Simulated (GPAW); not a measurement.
## Optical response of AlCo

Aim: the dielectric function of AlCo, and the optical constants that follow from it.

Program: GPAW 26.7.0. Level of theory: DFT, PBE, plane-wave PAW (GPAW data sets), scalar-relativistic, RPA, optical limit. Results are calculated unless marked as measured.

Report form: the programs' logs are mostly left out.

## Step 1: Starting point

It takes space group Pm-3m (No. 221, cubic). The conventional cell has a = 2.819 Å, b = 2.819 Å, c = 2.819 Å, α = 90.00°, β = 90.00°, γ = 90.00°. Co has 8 Al at 2.44 Å nearest. Nearest to Al lie 8 Co at 2.44 Å. Farther neighbours are not listed.

Coordinates:

```cif
data_structure
_symmetry_space_group_name_H-M 'Pm-3m'
_symmetry_Int_Tables_number 221
_cell_length_a 2.8194
_cell_length_b 2.8194
_cell_length_c 2.8194
_cell_angle_alpha 90.000
_cell_angle_beta 90.000
_cell_angle_gamma 90.000
_cell_volume 22.41
loop_
_atom_site_label
_atom_site_type_symbol
_atom_site_symmetry_multiplicity
_atom_site_Wyckoff_symbol
_atom_site_fract_x
_atom_site_fract_y
_atom_site_fract_z
_atom_site_occupancy
Co1 Co 1 b 0.50000 0.50000 0.50000 1
Al1 Al 1 a 0.00000 0.00000 0.00000 1
```

## Step 2: Ground state

The self-consistent density comes first; it also tells whether there is a gap, which decides the occupations and the need for a Drude term.

This step: DFT, PBE, plane-wave PAW (GPAW data sets), scalar-relativistic, ground state (GPAW 26.7.0).

gs.py

```python
from ase import Atoms
from ase.dft.bandgap import bandgap
from gpaw import GPAW, PW, FermiDirac

atoms = Atoms(['Co', 'Al'],
              cell=[[2.819403210000, 0.000000000000, 0.000000000000],
                    [0.000000000000, 2.819403210000, 0.000000000000],
                    [0.000000000000, 0.000000000000, 2.819403210000]],
              scaled_positions=[[0.500000000000, 0.500000000000, 0.500000000000],
                                [0.000000000000, 0.000000000000, 0.000000000000]],
              pbc=[True, True, True])
atoms.calc = GPAW(mode=PW(500), xc='PBE', kpts={'size': (8, 8, 8), 'gamma': True},
                  occupations=FermiDirac(0.05), maxiter=150, txt='gs.txt')
print('energy (eV)', atoms.get_potential_energy())
print('Fermi level (eV)', atoms.calc.get_fermi_level())
print('valence electrons', atoms.calc.get_number_of_electrons())
print('gap (eV)', bandgap(atoms.calc, output=None)[0])
print('direct gap (eV)', bandgap(atoms.calc, direct=True, output=None)[0])
atoms.calc.write('gs.gpw')
```

Started as:

```console
$ OMP_NUM_THREADS=1 python gs.py
```

Elapsed: 5.8 s, on 1 thread of Arm Neoverse V1, shared host; peak memory 0.13 GiB.

This run has no spin polarisation, although Co can carry a moment.

Numbers from this step:

```
energy       : -13.07 eV
Fermi energy : 10.58 eV
electrons    : 12
```

There are states at the Fermi level within the smearing, so the occupations stay smeared and the carriers get a Drude term.

## Step 3: Bands for the response

The response needs many more empty bands than the density does.

This step: DFT, PBE, plane-wave PAW (GPAW data sets), scalar-relativistic, bands at fixed density (GPAW 26.7.0).

nscf.py

```python
from ase.dft.bandgap import bandgap
from gpaw import GPAW, FermiDirac

calc = GPAW('gs.gpw').fixed_density(kpts={'size': (15, 15, 15), 'gamma': True}, nbands=32, convergence={'bands': 26},
                                    occupations=FermiDirac(0.05), txt='nscf.txt')
print('gap (eV)', bandgap(calc, output=None)[0])
print('direct gap (eV)', bandgap(calc, direct=True, output=None)[0])
print('top band over the Fermi level (eV)', min(calc.get_eigenvalues(kpt=k)[25] for k in range(len(calc.get_ibz_k_points()))) - calc.get_fermi_level())
calc.write('full.gpw', mode='all')
```

Started as:

```console
$ OMP_NUM_THREADS=1 python nscf.py
```

Wall time 35 s (1 thread); peak memory 0.18 GiB.

## Step 4: Dielectric function, RPA

Transitions between filled and empty bands, summed over the zone, give the optical response, so mesh, band count and broadening shape it.

The induced potential is part of this response.

This step: DFT, PBE, plane-wave PAW (GPAW data sets), scalar-relativistic, RPA, optical limit (GPAW 26.7.0).

df.py

```python
from gpaw.response.df import DielectricFunction

df = DielectricFunction('full.gpw', frequencies={'type': 'nonlinear', 'domega0': 0.03, 'omega2': 8},
                        ecut=50,
                        eta=0.15,
                        nbands=26,
                        rate=0.05,
                        txt='df.txt')
for direction in ['x']:
    df.get_dielectric_function(xc='RPA', direction=direction, filename=f'df_{direction}.csv')
```

Started as:

```console
$ OMP_NUM_THREADS=1 python df.py
```

Elapsed: 7.2 s, on 1 thread; peak memory 0.22 GiB.

The Im ε, E ∥ x has structure finer than the step of the table below, so its rows give means over 0.5 eV, whole bins alone (the curve runs from 0.305 to 14.0 eV). Peaks (eV: height): 0.91: 30.2, 5.03: 13.7.

Sum at mesh points, not converged in k. Table of Im ε, E ∥ x by photon energy; means over each step:

photon energy (eV), Im ε, E ∥ x and a bar:
```
      1.0       26.6 ##############################
      1.5       17.6 ###################
      2.0       13.1 ##############
      2.5       10.0 ###########
      3.0        7.4 ########
      3.5        5.0 #####
      4.0        4.8 #####
      4.5        6.4 ######
      5.0       12.1 #############
      5.5        9.0 #########
      6.0        8.9 #########
      6.5        9.7 ##########
      7.0        8.6 #########
      7.5        6.9 #######
      8.0        5.3 #####
      8.5        6.0 ######
      9.0        4.9 #####
      9.5        4.0 ####
     10.0        3.1 ###
     10.5        2.5 ##
     11.0        2.5 ##
     11.5        1.9 #
     12.0        1.6 #
     12.5        1.5 #
     13.0        1.1 
     13.5        1.0
```

Values under 1 per cm are given as 1; sum at mesh points, not converged in k. Table of absorption coefficient, E ∥ x by photon energy:

| photon energy (eV) | absorption coefficient, E ∥ x (1/cm) |
| --- | --- |
| 0.492 | 2.8e5 |
| 1.010 | 3.8e5 |
| 1.486 | 4.6e5 |
| 1.985 | 5.1e5 |
| 2.508 | 5.6e5 |
| 3.018 | 5.4e5 |
| 3.510 | 4.1e5 |
| 3.980 | 4.0e5 |
| 4.516 | 4.8e5 |
| 4.981 | 1.0e6 |
| 5.515 | 1.1e6 |
| 6.021 | 1.1e6 |
| 6.494 | 1.5e6 |
| 6.985 | 1.6e6 |
| 7.496 | 1.8e6 |
| 8.026 | 1.5e6 |
| 8.516 | 1.7e6 |
| 9.023 | 1.9e6 |
| 9.483 | 1.8e6 |
| 10.026 | 1.8e6 |
| 10.519 | 1.7e6 |
| 11.029 | 1.8e6 |
| 11.479 | 1.8e6 |
| 12.023 | 1.7e6 |
| 12.504 | 1.7e6 |
| 13.000 | 1.6e6 |
| 13.512 | 1.5e6 |

Sum at mesh points, not converged in k. Loss function −Im 1/ε at q → 0, E ∥ x against energy loss; read off at these points:

| energy loss (eV) | loss function −Im 1/ε at q → 0, E ∥ x |
| --- | --- |
| 0.50 | 0.0196 |
| 1.00 | 0.0343 |
| 1.50 | 0.0558 |
| 2.00 | 0.0719 |
| 2.50 | 0.101 |
| 3.00 | 0.129 |
| 3.38 | 0.179 |
| 3.50 | 0.158 |
| 4.00 | 0.107 |
| 4.50 | 0.0655 |
| 5.00 | 0.0629 |
| 5.50 | 0.111 |
| 6.00 | 0.108 |
| 6.50 | 0.0968 |
| 7.00 | 0.108 |
| 7.50 | 0.119 |
| 8.00 | 0.180 |
| 8.50 | 0.156 |
| 9.00 | 0.151 |
| 9.50 | 0.188 |
| 10.00 | 0.193 |
| 10.50 | 0.238 |
| 11.00 | 0.254 |
| 11.50 | 0.265 |
| 12.00 | 0.317 |
| 12.50 | 0.329 |
| 13.00 | 0.409 |
| 13.50 | 0.515 |

The Im ε, E ∥ x has structure finer than the step of the table below, so its rows give means over 0.5 eV, whole bins alone (the curve runs from 0.305 to 14.0 eV). Peaks (eV: height): without local fields 0.91: 30.2, 5.03: 13.9; with local fields 0.91: 30.2, 5.03: 13.7.

Sum at mesh points, not converged in k. Im ε, E ∥ x against photon energy; means over each step:

| photon energy (eV) | without local fields | with local fields |
| --- | --- | --- |
| 1.0 | 26.6 | 26.6 |
| 1.5 | 17.7 | 17.6 |
| 2.0 | 13.3 | 13.1 |
| 2.5 | 10.1 | 9.97 |
| 3.0 | 7.49 | 7.43 |
| 3.5 | 5.06 | 5.01 |
| 4.0 | 4.91 | 4.85 |
| 4.5 | 6.46 | 6.37 |
| 5.0 | 12.3 | 12.1 |
| 5.5 | 9.09 | 9.04 |
| 6.0 | 8.91 | 8.87 |
| 6.5 | 9.76 | 9.74 |
| 7.0 | 8.71 | 8.61 |
| 7.5 | 7.13 | 6.85 |
| 8.0 | 5.62 | 5.32 |
| 8.5 | 6.28 | 5.95 |
| 9.0 | 4.96 | 4.88 |
| 9.5 | 4.10 | 4.04 |
| 10.0 | 3.13 | 3.12 |
| 10.5 | 2.50 | 2.46 |
| 11.0 | 2.53 | 2.52 |
| 11.5 | 1.89 | 1.88 |
| 12.0 | 1.67 | 1.65 |
| 12.5 | 1.46 | 1.45 |
| 13.0 | 1.08 | 1.08 |
| 13.5 | 0.998 | 0.987 |

The reflectivity at normal incidence, E ∥ x has structure finer than the step of the table below, so its rows give means over 0.5 eV, whole bins alone (the curve runs from 0.305 to 14.0 eV). Peaks (eV: height): 1.04: 58.7, 5.12: 43.5, 7.50: 48.4, 9.02: 48.3, 9.82: 51.3, 11.33: 50.7, 12.75: 51.6.

Sum at mesh points, not converged in k. The reflectivity at normal incidence, E ∥ x by photon energy; means over each step:

| photon energy (eV) | reflectivity at normal incidence, E ∥ x (%) |
| --- | --- |
| 1.0 | 56.9 |
| 1.5 | 52.1 |
| 2.0 | 45.7 |
| 2.5 | 41.4 |
| 3.0 | 34.6 |
| 3.5 | 24.7 |
| 4.0 | 23.8 |
| 4.5 | 29.4 |
| 5.0 | 40.9 |
| 5.5 | 37.9 |
| 6.0 | 36.0 |
| 6.5 | 41.5 |
| 7.0 | 43.2 |
| 7.5 | 46.4 |
| 8.0 | 39.9 |
| 8.5 | 40.7 |
| 9.0 | 47.7 |
| 9.5 | 46.2 |
| 10.0 | 49.9 |
| 10.5 | 47.4 |
| 11.0 | 45.0 |
| 11.5 | 49.2 |
| 12.0 | 46.8 |
| 12.5 | 48.3 |
| 13.0 | 49.3 |
| 13.5 | 45.1 |

From ε follow the optical constants at some laser and lamp lines:

| wavelength (nm) | n | k | R (%) | 1/α |
| --- | --- | --- | --- | --- |
| 1550 | 4.13 | 3.072 | 53.8 | 40 nm |
| 800 | 2.82 | 3.003 | 52.2 | 21 nm |
| 633 | 2.76 | 2.517 | 46.1 | 20 nm |
| 532 | 2.42 | 2.308 | 43.1 | 18 nm |
| 308 | 2.40 | 0.967 | 23.2 | 25 nm |
| 248 | 3.19 | 2.126 | 42.2 | 9.3 nm |
| 193 | 2.35 | 2.130 | 40.4 | 7.2 nm |

A polished face would reflect 44 % of daylight and look faintly yellow (CIE x = 0.328, y = 0.347 under D65).

## Step 5: Outcome

**Reading.** At this level (PBE, RPA) AlCo is a metal. The mesh is too coarse to trust the carriers' weight, the reflectivity or the colour to better than tens of per cent. A polished face would reflect 44 % of daylight and look faintly yellow (CIE x = 0.328, y = 0.347 under D65). The carriers' damping of 0.05 eV is typed, not computed; it shapes the response at the lowest energies. The run has no spin polarisation; magnetic order or correlation, untested here, could change the spectrum. In this version of GPAW the matrix elements of the optical limit are incomplete, which can lower ε − 1 by up to a tenth where first-row anions or d states rule, and shift it by more in d metals. GPAW's carrier term has the form −ωp²/(ω + i·rate)², which damps like twice the rate and fails at low energy, so the curves leave the lowest energies out. The sum runs over mesh points 0.15 Å⁻¹ apart with no interpolation, so peaks are partly noise of the mesh, and the Drude plasma energy, a sum over the Fermi surface, isn't converged.

[Machine, clock and banner lines and Python warnings are left out of the logs.]

[Logs are printed without paths, hosts, clocks, repeated set-up lines and the standing remarks that a program may print on its own settings, such as how far it seeks lower states.]

[Hosts, paths, dates, database ids (printed as entryN), source tags and the programs' standing remarks are cut or masked in the printed files.]
